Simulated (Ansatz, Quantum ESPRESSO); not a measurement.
# The work function of Cd(0001), 4 layers, one monolayer of N on hcp sites, level by level, part 6 of 6

Wanted: work functions and the surface dipole of Cd(0001), 4 layers, one monolayer of N on hcp sites at several levels, with their cost.

Quantum ESPRESSO 7.5; plane-wave DFT, PBE, GBRV ultrasoft pseudopotentials; geometry and cross-check by Ansatz 0.2.0 with PAW datasets.

So far. Step 10 (Self-consistent run: PBE, SG15 norm-conserving): The upper face goes from 7.781 eV (PBE, GBRV) to 7.793 eV, a change of +0.012 eV, a small one, from the pseudopotentials and their cutoffs. Step 11 (Ground state: LDA, GBRV ultrasoft): The upper face goes from 7.781 eV (PBE, GBRV) to 8.098 eV, a change of +0.317 eV.

## 15. Ground state, with ecutwfc = 50 and ecutrho = 400

How much does a setting matter? One run is repeated with a change.

scf.w0.in reads:

```
&control
  prefix = 'scf.w0'
  outdir = './out'
  pseudo_dir = './pseudo'
  calculation = 'scf'
  tprnfor = .true.
  tefield = .true.
  dipfield = .true.
/
&system
  ibrav = 0
  nat = 5
  ntyp = 2
  ecutwfc = 50
  ecutrho = 400
  occupations = 'smearing'
  smearing = 'mv'
  degauss = 0.02
  edir = 3
  emaxpos = 0.97
  eopreg = 0.04
  eamp = 0.0
/
&electrons
  conv_thr = 1e-07
  mixing_beta = 0.4
  electron_maxstep = 120
  mixing_mode = 'local-TF'
/
ATOMIC_SPECIES
  Cd  112.4140  cd_pbe_v1.uspp.F.UPF
  N   14.0070  n_pbe_v1.2.uspp.F.UPF
CELL_PARAMETERS angstrom
  2.98000000001292 0.00000000000000 0.00000000000000
  1.49000000000646 2.58075570328881 0.00000000000000
  0.00000000000000 0.00000000000000 27.43042000000000
ATOMIC_POSITIONS crystal
  Cd  0.666666666667 0.666666666667 0.302583773800
  Cd  -0.000000000000 -0.000000000000 0.405029890200
  Cd  0.666666666667 0.666666666667 0.510063202295
  Cd  -0.000000000000 -0.000000000000 0.612021757273
  N   0.666666666667 0.666666666667 0.661318285454
K_POINTS automatic
  12 12 1 0 0 0
```

On the command line:

```sh
OMP_NUM_THREADS=1 mpirun -n 4 pw.x -nk 4 -in scf.w0.in > scf.w0.out
```

What it wrote:

```text
[banner, memory and clock lines left out]
Program PWSCF v.7.5 starts
[citation notice left out]

[...]
bravais-lattice index     =            0
     lattice parameter (alat)  =       5.6314  a.u.
     unit-cell volume          =    1423.6139 (a.u.)^3
     number of atoms/cell      =            5
     number of atomic types    =            2
     number of electrons       =        53.00
     number of Kohn-Sham states=           32
     kinetic-energy cutoff     =      50.0000  Ry
     charge density cutoff     =     400.0000  Ry
     scf convergence threshold =      1.0E-07
     mixing beta               =       0.4000
     number of iterations used =            8  local-TF  mixing
     Exchange-correlation= SLA  PW   PBE  PBE
                           (   1   4   3   4   0   0   0)

[...]
PseudoPot. # 1 for Cd read from file:
     ./pseudo/cd_pbe_v1.uspp.F.UPF
     Pseudo is Ultrasoft + core correction, Zval = 12.0
     Generated by new atomic code, or converted to UPF format
     Using radial grid of  889 points,  6 beta functions with:
                l(1) =   0
                l(2) =   0
                l(3) =   1
                l(4) =   1
                l(5) =   2
                l(6) =   2
     Q(r) pseudized with  6 coefficients,  rinner =    1.000   1.000   1.000
                                                       1.000   1.000

     PseudoPot. # 2 for N  read from file:
     ./pseudo/n_pbe_v1.2.uspp.F.UPF
     Pseudo is Ultrasoft + core correction, Zval =  5.0
     Generated by new atomic code, or converted to UPF format
     Using radial grid of  729 points,  4 beta functions with:
                l(1) =   0
                l(2) =   0
                l(3) =   1
                l(4) =   1
     Q(r) pseudized with  8 coefficients,  rinner =    0.900   0.900   0.900

     atomic species   valence    mass     pseudopotential
     Cd               12.00   112.41400     Cd( 1.00)
     N                 5.00    14.00700     N ( 1.00)

     No symmetry found

[...]
number of k points=    74  Marzari-Vanderbilt smearing, width (Ry)=  0.0200
[...]
Dense  grid:   192011 G-vectors     FFT dimensions: (  36,  36, 360)

     Smooth grid:    67997 G-vectors     FFT dimensions: (  25,  25, 240)

     Initial potential from superposition of free atoms

     starting charge      50.9998, renormalised to      53.0000

     negative rho (up, down):  8.818E-02 0.000E+00

     Adding external electric field

     Computed dipole along edir(3) :
        Dipole               -2.0724 Ry au,         -5.2676 Debye
        Dipole field         -0.0183 Ry au,

        Potential amp.        1.8207 Ry
        Total length         49.7625 bohr

     Starting wfcs are   40 randomized atomic wfcs

     per-process dynamical memory:   175.9 Mb

     Self-consistent Calculation

     iteration #  1     ecut=    50.00 Ry     beta= 0.40
     Davidson diagonalization with overlap
     ethr =  1.00E-02,  avg # of iterations =  8.4

     negative rho (up, down):  3.922E-01 0.000E+00

     Adding external electric field

     Computed dipole along edir(3) :
        Dipole               12.2917 Ry au,         31.2425 Debye
        Dipole field          0.1085 Ry au,

        Potential amp.      -10.7985 Ry
        Total length         49.7625 bohr

     total energy              =    -394.29631431 Ry
     estimated scf accuracy    <    1510.27043478 Ry

     iteration #  2     ecut=    50.00 Ry     beta= 0.40
[...]
c_bands:  1 eigenvalues not converged
     c_bands:  1 eigenvalues not converged
     c_bands:  3 eigenvalues not converged
     c_bands:  3 eigenvalues not converged
     c_bands:  2 eigenvalues not converged
     c_bands:  4 eigenvalues not converged
     c_bands:  2 eigenvalues not converged
     c_bands:  2 eigenvalues not converged
     c_bands:  4 eigenvalues not converged
     c_bands:  3 eigenvalues not converged
     c_bands:  3 eigenvalues not converged
     c_bands:  4 eigenvalues not converged
     c_bands:  5 eigenvalues not converged
     c_bands:  1 eigenvalues not converged
     c_bands:  2 eigenvalues not converged
     c_bands:  1 eigenvalues not converged
     c_bands:  2 eigenvalues not converged
[...]
negative rho (up, down):  3.712E-01 0.000E+00

[...]
Dipole               -7.0966 Ry au,        -18.0378 Debye
[...]
total energy              =    -257.91328557 Ry
     estimated scf accuracy    <   10978.38571367 Ry

     iteration #  3     ecut=    50.00 Ry     beta= 0.40
[...]
negative rho (up, down):  9.269E-01 0.000E+00

[...]
Dipole               -9.5142 Ry au,        -24.1827 Debye
[...]
total energy              =    -553.94039113 Ry
     estimated scf accuracy    <    3113.82856410 Ry

     iteration #  4     ecut=    50.00 Ry     beta= 0.40
[...]
c_bands:  1 eigenvalues not converged
     c_bands:  2 eigenvalues not converged
[...]
negative rho (up, down):  1.962E+00 0.000E+00

[...]
Dipole               -4.7103 Ry au,        -11.9725 Debye
[...]
total energy              =    -594.01434718 Ry
     estimated scf accuracy    <   12943.89016278 Ry

     iteration #  5     ecut=    50.00 Ry     beta= 0.40
[...]
negative rho (up, down):  1.001E+00 0.000E+00

[...]
Dipole               -9.2693 Ry au,        -23.5603 Debye
[...]
total energy              =    -579.61408205 Ry
     estimated scf accuracy    <   13351.30493468 Ry

     iteration #  6     ecut=    50.00 Ry     beta= 0.40
[...]
negative rho (up, down):  3.278E+00 0.000E+00

[...]
Dipole               -5.4044 Ry au,        -13.7367 Debye
[...]
total energy              =    -424.83360082 Ry
     estimated scf accuracy    <   12341.81456458 Ry

[...]
iteration # 69     ecut=    50.00 Ry     beta= 0.40
[...]
negative rho (up, down):  8.715E-02 0.000E+00

[...]
Dipole               -0.3165 Ry au,         -0.8046 Debye
[...]
total energy              =    -478.72248078 Ry
     estimated scf accuracy    <       0.00000053 Ry

     iteration # 70     ecut=    50.00 Ry     beta= 0.40
[...]
negative rho (up, down):  8.715E-02 0.000E+00

[...]
Dipole               -0.3166 Ry au,         -0.8047 Debye
[...]
total energy              =    -478.72248078 Ry
     estimated scf accuracy    <       0.00000051 Ry

     iteration # 71     ecut=    50.00 Ry     beta= 0.40
[...]
negative rho (up, down):  8.715E-02 0.000E+00

[...]
Dipole               -0.3166 Ry au,         -0.8047 Debye
[...]
total energy              =    -478.72248079 Ry
     estimated scf accuracy    <       0.00000020 Ry

     iteration # 72     ecut=    50.00 Ry     beta= 0.40
[...]
negative rho (up, down):  8.715E-02 0.000E+00

[...]
Dipole               -0.3165 Ry au,         -0.8045 Debye
[...]
End of self-consistent calculation

          k = 0.0000 0.0000 0.0000 (  8529 PWs)   bands (ev):

   -12.6182  -8.1446  -8.0397  -7.8619  -7.5715  -7.5715  -7.5311  -7.5311
    -7.4578  -7.3448  -7.3448  -7.1535  -7.1535  -6.9851  -6.9851  -6.8823
    -6.8823  -6.7544  -6.7145  -6.7145  -6.3946  -6.3946  -5.7299  -4.0029
    -1.9629   0.0277   1.8757   2.5048   2.5048   4.2998   5.4289   6.5828

          k = 0.0000 0.0962 0.0000 (  8523 PWs)   bands (ev):

   -12.5569  -8.0741  -7.9701  -7.7936  -7.6001  -7.5566  -7.5093  -7.4694
    -7.3998  -7.3712  -7.2838  -7.1830  -7.0935  -7.0450  -6.9986  -6.9760
    -6.8908  -6.8207  -6.7209  -6.6308  -6.4074  -6.4061  -5.5119  -3.8193
    -1.8418   0.1742   2.0077   2.2209   2.4578   4.4757   5.6000   6.7546

[...]
the Fermi energy is     1.6083 ev

!    total energy              =    -478.72248080 Ry
     estimated scf accuracy    <          2.2E-09 Ry
     smearing contrib. (-TS)   =      -0.00013838 Ry
     internal energy E=F+TS    =    -478.72234242 Ry

     The total energy is F=E-TS. E is the sum of the following terms:
     one-electron contribution =   -3604.16757443 Ry
     hartree contribution      =    1836.23780809 Ry
     xc contribution           =    -162.60973460 Ry
     ewald contribution        =    1451.81627422 Ry
     electric field correction =       0.00088431 Ry

     convergence has been achieved in  72 iterations

     negative rho (up, down):  8.715E-02 0.000E+00

     Forces acting on atoms (cartesian axes, Ry/au):

     atom    1 type  1   force =     0.00000274    0.00000152   -0.00421715
     atom    2 type  1   force =    -0.00000200   -0.00000168    0.00430072
     atom    3 type  1   force =    -0.00000022    0.00000391    0.00003002
     atom    4 type  1   force =     0.00000014   -0.00000363   -0.00537336
     atom    5 type  2   force =    -0.00000066   -0.00000013    0.00525976

     Total force =     0.009634     Total SCF correction =     0.000220

[...]
```

The job ended after 13 min (4 MPI ranks of Arm Neoverse V1, shared host; peak memory 1.4 GiB).

Beside the run it was changed from:

| quantity | this run | unchanged run | difference |
| --- | --- | --- | --- |
| dipole along the normal (e·Å) | -0.1675 | -0.1671 | -4.2e-4 |
| free energy (eV) | -6513.351 | -6513.302 | -0.049 |
| wall time (s) | 754 | 367 |  |
| SCF iterations | 72 | 35 |  |

The free energy moves by -9.7 meV an atom.

The physical values in this table move by up to 0.25 %.

## 16. Potential by pp.x

The same post-processing, on the changed run.

scf.w0.pot.in reads:

```
&inputpp
  prefix = 'scf.w0'
  outdir = './out'
  filplot = 'scf.w0.pot.dat'
  plot_num = 11
/
```

On the command line:

```sh
OMP_NUM_THREADS=1 mpirun -n 4 pp.x -in scf.w0.pot.in > scf.w0.pot.out
```

It took 1.3 s on 4 MPI ranks; peak memory 0.18 GiB.

Beside the run it was changed from:

| quantity | this run | unchanged run | difference |
| --- | --- | --- | --- |
| work function of the upper face (eV) | 7.785 | 7.781 | 0.0034 |
| work function of the lower face (eV) | 3.844 | 3.850 | -0.0063 |
| upper vacuum line continued to the top atoms, over the Fermi level (eV) | 7.785 | 7.781 | 0.0034 |
| lower vacuum line continued to the bottom atoms, over the Fermi level (eV) | 3.843 | 3.849 | -0.0061 |
| wall time (s) | 1.3 | 0.93 |  |

Levels move by up to 6 meV, which is small.

## 17. Worked from the printed numbers

In the first self-consistent run, on its own zero, the Fermi level is 1.607 eV and the upper vacuum level 9.389 eV: φ = 9.389 − (1.607) = 7.782 eV.

The dipole of -0.8025 D is -0.1671 e Å (1 D = 0.20819 e Å). A dipole layer steps the potential by e p/(ε₀A), with e/ε₀ = 180.95 V Å: 180.95 × 0.1671 / 7.691 = 3.931 eV, against 3.931 eV between the two work functions.

## 18. Outcome

```
work function of the covered face, PBE, GBRV : 7.78 eV
work function of the bare face, PBE, GBRV    : 3.85 eV
covered face by ESM                          : 7.78 eV
dipole along the normal                      : -0.167 e·Å
covered face by Ansatz                       : 7.77 eV
```

In words: At the first level (PBE, GBRV ultrasoft) the work function comes to 7.78 eV on the upper face and 3.85 eV on the lower. The N layer ends 1.35 Å above the top metal plane and raises the work function by 3.93 eV against the bare face. This is the step −180.95 p/A = +3.93 eV of the slab's dipole p = -0.1671 e Å, which the dipole correction builds in. The bare face is held at bulk positions, so it is no relaxed clean surface. ESM differs from the periodic treatment by -1 meV on the upper face and +2 meV on the lower. Over the levels tried, the uncorrected run apart, the upper face spans 7.77 eV (Ansatz PBE PAW, sawtooth) to 8.10 eV (QE LDA GBRV ultrasoft, ESM bc1). Without a correction the vacuum potential slopes by 258 meV/Å, so no single vacuum level can be read. Quantum ESPRESSO and Ansatz give 7.78 and 7.77 eV for the upper face, which agree. Ansatz ran with Fermi-Dirac smearing of 0.1 eV against cold smearing of 0.02 Ry, which alone can move a level by some tens of meV. With 12×12 points and so few layers the values hold to some 0.05 to 0.1 eV. The slab is cut at a tabulated measured bulk lattice constant, given to two decimals. A full 1×1 monolayer may not be the stable structure at this coverage. A file of the PseudoDojo norm-conserving set has a known flaw or wants a higher cutoff, so those values deserve less trust.

[Logs are printed without paths, hosts, clocks, repeated set-up lines and the standing remarks that a program may print on its own settings, such as how far it seeks lower states.]

[Hosts, paths, dates, database ids (printed as entryN), source tags and the programs' standing remarks are cut or masked in the printed files.]

[Maps of the electrostatic potential energy from Ansatz leave out the sawtooth potential of an applied field or a dipole correction, so their vacuum need not be flat; planar profiles and work functions include it.]
